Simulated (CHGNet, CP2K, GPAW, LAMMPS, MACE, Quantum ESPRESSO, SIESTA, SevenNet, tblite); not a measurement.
**CP2K on glassy 67P2O5-33MgO (mol %) (80 atoms): settings against a plane-wave reference**

How do the settings of CP2K change the result for glassy 67P2O5-33MgO (mol %) (80 atoms)? A plane-wave run serves as the yardstick.

Main program and level: CP2K 2026.2; the method is named at each step.

### 1. Starting point

The cell holds 80 atoms: 20 P, 5 Mg and 55 O. Cell: a = 9.952 Å, b = 9.952 Å, c = 9.952 Å, α = 90.0°, β = 90.0°, γ = 90.0°. 80 atoms (20 P, 5 Mg, 55 O) placed at random at 2.73 g/cm³, melted at 4000 K for 10 ps at fixed volume with the Morse and Coulomb pair potential with partial charges (Pedone, Malavasi, Menziani, Cormack and Segre, J. Phys. Chem. B 110, 11780 (2006)). Quenched from 4000 K to 300 K at 25 K/ps and fixed volume, held 5 ps.

The yardstick, on the same geometry:

```
method                                           : Kohn-Sham DFT, PBE, SSSP efficiency 1.3.0 pseudopotentials, plane waves (Quantum ESPRESSO 7.5); sssp-pbe-1.3.0-efficiency, cutoffs 60/480 Ry, Γ point
r.m.s. force component                           : 1.327 eV/Å
longest force                                    : 6.098 eV/Å
pressure                                         : -0.9017 GPa
gap (highest filled to lowest empty level) : 1.237 eV
time                                             : 2.5 min on 4 MPI ranks of Arm Neoverse V1, shared host
CPU time                                         : 9.9 min
```

### 2. PBE, DZVP-MOLOPT-SR, 1200/60 Ry, diagonalisation

Method: Kohn-Sham DFT, PBE, GTH-PBE pseudopotentials, Gaussian and plane waves, DZVP-MOLOPT-SR-GTH, diagonalisation.

Input file input.inp:

```
&GLOBAL
  PROJECT cell
  RUN_TYPE ENERGY_FORCE
  PRINT_LEVEL LOW
&END GLOBAL
&FORCE_EVAL
  METHOD QS
  STRESS_TENSOR ANALYTICAL
  &DFT
    BASIS_SET_FILE_NAME BASIS_MOLOPT
    POTENTIAL_FILE_NAME GTH_POTENTIALS
    &MGRID
      CUTOFF 1200
      REL_CUTOFF 60
      NGRIDS 5
    &END MGRID
    &QS
      EPS_DEFAULT 1.0E-12
    &END QS
    &SCF
      SCF_GUESS ATOMIC
      EPS_SCF 5.0E-06
      MAX_SCF 200
      ADDED_MOS 14
      &DIAGONALIZATION
        ALGORITHM STANDARD
      &END DIAGONALIZATION
      &SMEAR ON
        METHOD FERMI_DIRAC
        ELECTRONIC_TEMPERATURE [K] 580
      &END SMEAR
      &MIXING
        METHOD BROYDEN_MIXING
        ALPHA 0.3
        NBROYDEN 12
      &END MIXING
      &PRINT
        &RESTART OFF
        &END RESTART
      &END PRINT
    &END SCF
    &XC
      &XC_FUNCTIONAL PBE
      &END XC_FUNCTIONAL
    &END XC
    &PRINT
      &MULLIKEN ON
      &END MULLIKEN
      &HIRSHFELD ON
        SHAPE_FUNCTION DENSITY
      &END HIRSHFELD
      &MO ON
        EIGENVALUES T
        OCCUPATION_NUMBERS T
        MO_INDEX_RANGE 229 252
        &EACH
          QS_SCF 0
        &END EACH
        ADD_LAST NUMERIC
      &END MO
    &END PRINT
  &END DFT
  &SUBSYS
    &CELL
      A 9.95170 0.00000 0.00000
      B 0.00000 9.95170 0.00000
      C 0.00000 0.00000 9.95170
    &END CELL
    &COORD
      P 2.82171 4.73960 3.26665
      P 8.40481 2.73632 0.28532
      P 0.27317 8.86687 6.49607
      P 8.55806 1.61606 5.43721
      P 0.94710 3.73846 5.65635
      P 6.98390 4.92908 3.84773
      P 7.10541 7.96216 2.96650
      P 2.71433 7.24543 7.85647
      P 2.53589 2.50763 8.03908
      P 0.31557 0.48107 9.30653
      P 0.21635 7.96295 3.52002
      P 1.86385 0.31487 2.11115
      P 5.58181 8.41426 5.69884
      P 8.57817 6.53727 7.77875
      P 4.66476 5.46856 5.96555
      P 7.72013 8.46193 0.00677
      P 7.07307 1.21749 2.63372
      P 4.34849 2.42384 1.95451
      P 3.26217 0.34960 4.96212
      P 4.28062 7.12492 1.60103
      Mg 0.02249 4.56375 2.78279
      Mg 4.61450 4.57519 9.28872
      Mg 4.94898 0.18401 8.53796
      Mg 1.13061 5.04133 9.89418
      Mg 6.88210 3.74532 7.44815
      O 7.77944 1.93431 1.47176
      O 2.22381 6.63331 9.16343
      O 5.60579 1.69706 2.59371
      O 4.23514 9.07734 5.29042
      O 4.67591 6.29127 0.43768
      O 3.75199 8.28897 8.09581
      O 3.20972 1.36617 1.67567
      O 4.01521 1.67597 4.98610
      O 5.26664 6.96997 5.84324
      O 3.75080 3.52629 2.84619
      O 9.32156 1.68552 9.58269
      O 9.09466 0.23874 5.81289
      O 7.04202 9.68002 2.40572
      O 5.95251 4.88569 4.97535
      O 1.40906 1.59964 8.55050
      O 0.53809 8.34032 4.98739
      O 0.97338 8.85453 2.52873
      O 1.93909 3.06970 6.69162
      O 7.26574 6.44850 3.49713
      O 5.01735 4.59589 7.15746
      O 7.78024 7.47711 8.80934
      O 8.38192 4.29784 4.03780
      O 9.15059 7.68012 6.85334
      O 1.25451 0.17485 0.56546
      O 7.63057 5.65953 7.08412
      O 9.87885 2.56983 5.43572
      O 0.79335 1.32368 2.59948
      O 6.50712 9.39530 9.70778
      O 0.54396 6.51090 3.35949
      O 3.65476 5.12204 4.80816
      O 1.53475 7.99380 7.13398
[... 20 atom lines left out ...]
      O 7.41780 3.29083 9.23926
      O 3.62321 6.05740 2.60595
      O 5.55315 7.60230 2.39647
      O 0.39120 4.96431 6.28987
    &END COORD
    &KIND P
      BASIS_SET DZVP-MOLOPT-SR-GTH-q5
      POTENTIAL GTH-PBE-q5
    &END KIND
    &KIND Mg
      BASIS_SET DZVP-MOLOPT-SR-GTH-q10
      POTENTIAL GTH-PBE-q10
    &END KIND
    &KIND O
      BASIS_SET DZVP-MOLOPT-SR-GTH-q6
      POTENTIAL GTH-PBE-q6
    &END KIND
  &END SUBSYS
  &PRINT
    &FORCES ON
    &END FORCES
    &STRESS_TENSOR ON
    &END STRESS_TENSOR
  &END PRINT
&END FORCE_EVAL
```

Command:

```console
$ OMP_NUM_THREADS=1 mpirun -np 4 cp2k.psmp -i input.inp > output.txt
```

Numbers of over 12 decimals in the logs are rounded to 6 here.

What it wrote:

```text
CP2K| version string:                                       CP2K version 2026.2
 CP2K| Input file name                                                 input.inp
 GLOBAL| Basis set file name                                        BASIS_MOLOPT
 GLOBAL| Potential file name                                      GTH_POTENTIALS
 GLOBAL| Run type                                                   ENERGY_FORCE
 GLOBAL| Total number of message passing processes                             4
 GLOBAL| Number of threads for this process                                    1
 TOTAL NUMBERS AND MAXIMUM NUMBERS
  Total number of            - Atomic kinds:                                   3
                             - Atoms:                                         80
                             - Shell sets:                                    80
                             - Shells:                                       400
                             - Primitive Cartesian functions:                390
                             - Cartesian basis functions:                   1095
                             - Spherical basis functions:                   1020
  Maximum angular momentum of- Orbital basis functions:                        2
                             - Local part of the GTH pseudopotential:          2
                             - Non-local part of the GTH pseudopotential:      2
 SCF PARAMETERS         Density guess:                                    ATOMIC
                        max_scf:                                             200
                        eps_scf:                                        5.00E-06
                        added MOs                                        14    0
                        Mixing method:                            BROYDEN_MIXING
                                                charge density mixing in g-space
                        Smear method:                                FERMI_DIRAC
                        Electronic temperature [K]:                        580.0
                        Electronic temperature [a.u.]:                  1.84E-03
                        Accuracy threshold:                             1.00E-10
 Extrapolation method: initial_guess
 Number of electrons:                                                        480
 Number of occupied orbitals:                                                240
 Number of molecular orbitals:                                               254
 Number of orbital functions:                                               1020
 Number of independent orbital functions:                                   1020
 SCF WAVEFUNCTION OPTIMIZATION
  Step     Update method      Time    Convergence         Total energy    Change
     1 NoMix/Diag. 0.30E+00    4.1     1.97286885     -1338.1981881326 -1.34E+03
     2 Broy./Diag. 0.30E+00    5.2     0.29274634     -1259.5534005298  7.86E+01
     3 Broy./Diag. 0.30E+00    5.5     0.20607483     -1319.3517186849 -5.98E+01
     4 Broy./Diag. 0.30E+00    5.6     0.05787942     -1333.4119078473 -1.41E+01
[...]
15 Broy./Diag. 0.30E+00    5.7     0.00000572     -1331.3287671228 -3.25E-04
    16 Broy./Diag. 0.30E+00    5.6     0.00000383     -1331.3288075901 -4.05E-05
  *** SCF run converged in    16 steps ***
  Electronic density on regular grids:       -480.0000000007       -0.0000000007
  Core density on regular grids:              479.9999999998       -0.0000000002
  Total charge density on r-space grids:       -0.0000000009
  Total charge density g-space grids:          -0.0000000009
  Overlap energy of the core charge distribution:               3.52274e-06
  Self energy of the core charge distribution:              -3343.692115
  Core Hamiltonian energy:                                    953.558489
  Hartree energy:                                            1333.892129
  Exchange-correlation energy:                               -275.087307
  Electronic entropic energy:                                  -6.75978e-06
  Fermi energy:                                                 0.165230
  Total energy:                                             -1331.328808
  Total energy (extrapolated to T->0):                      -1331.328804
 MO| EIGENVALUES AND OCCUPATION NUMBERS
 MO|
 MO|  Index      Eigenvalue [a.u.]        Eigenvalue [eV]             Occupation
 MO|    229               0.103947               2.828545               2.000000
 MO|    230               0.110650               3.010950               2.000000
 MO|    231               0.114635               3.119378               2.000000
[...]
MO|    251               0.308784               8.402434               0.000000
 MO|    252               0.319049               8.681775               0.000000
 MO| Sum:                                                             480.000000
 MO| E(Fermi):            0.165230 a.u.          4.496127 eV
 !-----------------------------------------------------------------------------!
                     Mulliken Population Analysis
 #  Atom  Element  Kind  Atomic population                           Net charge
       1     P        1          4.108217                              0.891783
       2     P        1          4.197714                              0.802286
       3     P        1          4.195617                              0.804383
[...]
79     O        3          6.345459                             -0.345459
      80     O        3          6.345683                             -0.345683
 # Total charge                            480.000000                  0.000000
 !-----------------------------------------------------------------------------!
 !-----------------------------------------------------------------------------!
                           Hirshfeld Charges
  #Atom  Element  Kind  Ref Charge     Population                    Net charge
      1       P      1       5.000          4.397                         0.603
      2       P      1       5.000          4.436                         0.564
      3       P      1       5.000          4.393                         0.607
[...]
79       O      3       6.000          6.234                        -0.234
     80       O      3       6.000          6.324                        -0.324
  Total Charge                                                           -0.000
 !-----------------------------------------------------------------------------!
 ENERGY| Total FORCE_EVAL ( QS ) energy [hartree]          -1331.328760
 FORCES| Atomic forces [hartree/bohr]
 FORCES|   Atom     x               y               z               |f|
 FORCES|      1  4.97194031E-02  5.05149530E-02 -2.32241208E-02   7.45864553E-02
 FORCES|      2  3.43066839E-02  7.40942595E-02  6.68441854E-03   8.19242901E-02
 FORCES|      3  6.84017300E-02 -3.25383957E-02  8.38404532E-03   7.62091601E-02
[...]
FORCES|     79  1.47973295E-02  2.20479137E-02  1.78358702E-02   3.19873370E-02
 FORCES|     80  3.82126549E-03 -2.37861639E-02 -1.50936115E-02   2.84288721E-02
 FORCES| Sum    -1.74832043E-02 -2.47736427E-02  6.01149070E-03
 FORCES| Total atomic force                                       3.09117102E-02
 STRESS| Analytical stress tensor [bar]
 STRESS|                        x                   y                   z
 STRESS|      x        1.95535092368E+03  -9.53923288419E+03  -1.11867798393E+04
 STRESS|      y       -9.53923288419E+03  -4.70770604177E+03   1.50268334766E+04
 STRESS|      z       -1.11867798393E+04   1.50268334766E+04   8.80661435573E+03
 STRESS| 1/3 Trace                                             2.01808641255E+03
```

Run time: 1.7 min. Hardware: 4 MPI ranks of Arm Neoverse V1, shared host; peak memory 9.6 GiB; 6.7 min of CPU time.

Banners, paths, timers and routine set-up lines are dropped from the logs unmarked, and long logs keep their key lines alone; longer cuts are marked.

Compared with the plane-wave run:

* r.m.s. force component: 1.391 eV/Å
* r.m.s. difference of force components: 173.3 meV/Å
* longest difference of force vectors: 597.9 meV/Å
* force difference over r.m.s. force: 13.06 %
* slope of forces against the reference's: 1.041
* correlation of force components: 0.993
* gap (highest filled to lowest empty level): 0.9387 eV
* gap difference: -0.2987 eV
* pressure: 0.2018 GPa
* pressure difference: 1.103 GPa

Length of the force difference by element (eV/Å):

| element | atoms | mean | most |
| --- | --- | --- | --- |
| Mg | 5 | 0.51 | 0.60 |
| O | 55 | 0.22 | 0.47 |
| P | 20 | 0.36 | 0.59 |

Levels nearest the highest filled one (eV from it): -1.20, -1.01, -0.91, -0.68, -0.63, -0.56, -0.45, -0.37, -0.26, -0.20, -0.13, 0.00, 0.94, 1.76, 1.91, 2.61, 2.99, 3.14, 3.78, 3.89, 4.02, 4.22, 4.38, 4.66.

Local excerpt of 9 atoms (numbers count through the whole input) about Mg24, one of the 5 Mg atoms; x, y, z are measured from there.

| atom | x | y | z | distance (Å) | bonds | Hirshfeld charge (e) | Fx | Fy | Fz (eV/Å) |
| --- | --- | --- | --- | --- | --- | --- | --- | --- | --- |
| Mg24 | 0.00 | 0.00 | 0.00 | 0.00 | 5 | 0.63 | 0.41 | 0.39 | -0.77 |
| O27 | 1.09 | 1.59 | -0.73 | 2.06 | 2 | -0.34 | -0.67 | -1.05 | -0.35 |
| O70 | -1.59 | 0.82 | -1.12 | 2.11 | 2 | -0.34 | 0.77 | -0.32 | -0.27 |
| O64 | 1.42 | -1.34 | -0.92 | 2.16 | 3 | -0.30 | 1.04 | 1.42 | 0.64 |
| O66 | 0.71 | -0.39 | 2.10 | 2.25 | 3 | -0.32 | -1.08 | -0.19 | -0.24 |
| O63 | -1.72 | -1.23 | 0.94 | 2.31 | 3 | -0.29 | -0.61 | -0.59 | -0.16 |
| Mg21 | -1.11 | -0.48 | 2.84 | 3.09 | 5 | 0.56 | -1.46 | -0.11 | 0.39 |
| P8 | 1.58 | 2.20 | -2.04 | 3.39 | 4 | 0.44 | 0.42 | 1.50 | 2.05 |
| P9 | 1.41 | -2.53 | -1.86 | 3.44 | 4 | 0.51 | -0.64 | -1.34 | 0.95 |

Forces lie 13 % from the reference's, at 0.68 times its CPU time.

The forces add up to 1.6 eV/Å instead of zero, usually a sign of too coarse a grid.

### 3. GFN1-xTB, OT DIIS

Method: GFN1-xTB tight binding (the program's own implementation), orbital transformation.

Input file input.inp:

```
&GLOBAL
  PROJECT cell
  RUN_TYPE ENERGY_FORCE
  PRINT_LEVEL LOW
&END GLOBAL
&FORCE_EVAL
  METHOD QS
  STRESS_TENSOR ANALYTICAL
  &DFT
    &QS
      METHOD XTB
      &XTB
        GFN_TYPE 1
        DO_EWALD T
        CHECK_ATOMIC_CHARGES F
      &END XTB
    &END QS
    &SCF
      SCF_GUESS ATOMIC
      EPS_SCF 1.0E-06
      MAX_SCF 30
      &OT
        MINIMIZER DIIS
        PRECONDITIONER FULL_SINGLE_INVERSE
      &END OT
      &OUTER_SCF
        EPS_SCF 1.0E-06
        MAX_SCF 8
      &END OUTER_SCF
      &PRINT
        &RESTART OFF
        &END RESTART
      &END PRINT
    &END SCF
    &PRINT
      &MULLIKEN ON
      &END MULLIKEN
      &MO_CUBES
        NHOMO 1
        NLUMO 4
        WRITE_CUBE F
      &END MO_CUBES
    &END PRINT
  &END DFT
  &SUBSYS
    &CELL
      A 9.95170 0.00000 0.00000
      B 0.00000 9.95170 0.00000
      C 0.00000 0.00000 9.95170
    &END CELL
    &TOPOLOGY
      COORD_FILE_NAME structure.xyz
      COORD_FILE_FORMAT XYZ
    &END TOPOLOGY
  &END SUBSYS
  &PRINT
    &FORCES ON
    &END FORCES
    &STRESS_TENSOR ON
    &END STRESS_TENSOR
  &END PRINT
&END FORCE_EVAL
```

Input file structure.xyz:

```xyz
80

P 2.82171 4.73960 3.26665
P 8.40481 2.73632 0.28532
P 0.27317 8.86687 6.49607
P 8.55806 1.61606 5.43721
P 0.94710 3.73846 5.65635
P 6.98390 4.92908 3.84773
P 7.10541 7.96216 2.96650
P 2.71433 7.24543 7.85647
P 2.53589 2.50763 8.03908
P 0.31557 0.48107 9.30653
P 0.21635 7.96295 3.52002
P 1.86385 0.31487 2.11115
P 5.58181 8.41426 5.69884
P 8.57817 6.53727 7.77875
P 4.66476 5.46856 5.96555
P 7.72013 8.46193 0.00677
P 7.07307 1.21749 2.63372
P 4.34849 2.42384 1.95451
P 3.26217 0.34960 4.96212
P 4.28062 7.12492 1.60103
[... 56 atom lines left out ...]
O 7.41780 3.29083 9.23926
O 3.62321 6.05740 2.60595
O 5.55315 7.60230 2.39647
O 0.39120 4.96431 6.28987
```

Command:

```console
$ OMP_NUM_THREADS=1 cp2k.psmp -i input.inp > output.txt
```

What it wrote:

```text
CP2K| version string:                                       CP2K version 2026.2
 CP2K| Input file name                                                 input.inp
 GLOBAL| Basis set file name                                           BASIS_SET
 GLOBAL| Potential file name                                           POTENTIAL
 GLOBAL| Run type                                                   ENERGY_FORCE
 GLOBAL| Total number of message passing processes                             1
 GLOBAL| Number of threads for this process                                    1
                  #####   #####        #          ####### ######
                 #     # #     #      #              #    #     #
                 #     # #           #    ##   ##    #    #     #
[... lines left out ...]
  Step     Update method      Time    Convergence         Total energy    Change
[... lines left out ...]
  Total energy:                                              -451.581573
[... lines left out ...]
  Step     Update method      Time    Convergence         Total energy    Change
[... lines left out ...]
  Total energy:                                              -318.947614
[... lines left out ...]
  Step     Update method      Time    Convergence         Total energy    Change
[... lines left out ...]
  *** SCF run converged in    20 steps ***
[... lines left out ...]
  Total energy:                                              -318.950228
[... lines left out ...]
  outer SCF loop converged in   8 iterations or  230 steps
[... lines left out ...]
       2     P          1                 4.445221                      0.554779
       3     P          1                 4.423320                      0.576680
[...]
79     O          3                 6.246872                     -0.246872
      80     O          3                 6.326722                     -0.326722
 # Total charge                         440.000000                     -0.000000
  Eigenvalues of the occupied subspace spin            1
      -0.96014952     -0.93791591     -0.93050573     -0.92380550
      -0.92326540     -0.91346310     -0.90666744     -0.90483903
      -0.90356384     -0.90187286     -0.89624761     -0.89505147
[...]
-0.48311032     -0.47914456     -0.47251925     -0.46977189
      -0.46811335     -0.46322235     -0.45923585     -0.45904933
 Fermi Energy [eV] :  -12.491368
 ENERGY| Total FORCE_EVAL ( QS ) energy [hartree]           -318.950228
 FORCES| Atomic forces [hartree/bohr]
 FORCES|   Atom     x               y               z               |f|
 FORCES|      1  4.71612158E-03  4.11073279E-02 -2.10544688E-02   4.64256919E-02
 FORCES|      2  3.10856579E-02  9.24198402E-02 -8.10368027E-03   9.78438277E-02
 FORCES|      3  5.84913189E-02 -1.41509676E-02 -3.57823907E-03   6.02850568E-02
[...]
FORCES|     79  4.53173695E-03  1.72697330E-02  2.60834424E-03   1.80439401E-02
 FORCES|     80 -5.41030253E-06 -2.61804194E-02 -1.19572807E-02   2.87817816E-02
 FORCES| Sum     1.10069560E-15 -1.16608112E-14 -2.12677098E-15
 FORCES| Total atomic force                                       1.19041675E-14
 STRESS| Analytical stress tensor [bar]
 STRESS|                        x                   y                   z
 STRESS|      x        1.37540205215E+04  -5.57109762532E+03  -1.22534890749E+04
 STRESS|      y       -5.57109762532E+03   8.42803312011E+03   8.08002905184E+03
 STRESS|      z       -1.22534890749E+04   8.08002905184E+03   2.28967445982E+04
 STRESS| 1/3 Trace                                             1.50262660799E+04
```

The job ended after 34 s (1 thread; peak memory 0.33 GiB).

Numbers from this run, and their distance from the reference:

* r.m.s. force component: 1.238 eV/Å
* r.m.s. difference of force components: 589.4 meV/Å
* longest difference of force vectors: 2652 meV/Å
* force difference over r.m.s. force: 44.41 %
* slope of forces against the reference's: 0.8363
* correlation of force components: 0.8967
* pressure: 1.503 GPa
* pressure difference: 2.404 GPa

Against the first run (13 %), the force difference from the reference is 44 %, at 0.084 times the CPU time (on 1 against 4 cores) (230 SCF steps against 16); the model has changed, so this is no error of the program alone.

(Part 1 of 3 ends here.)

[Also dropped from logs without a mark: logging warnings of Python, and SIESTA's first energy breakdown and zero terms.]

[Logs are printed without paths, hosts, clocks, repeated set-up lines and the standing remarks that a program may print on its own settings, such as how far it seeks lower states.]

[Hosts, paths, dates, database ids (printed as entryN), source tags and the programs' standing remarks are cut or masked in the printed files.]
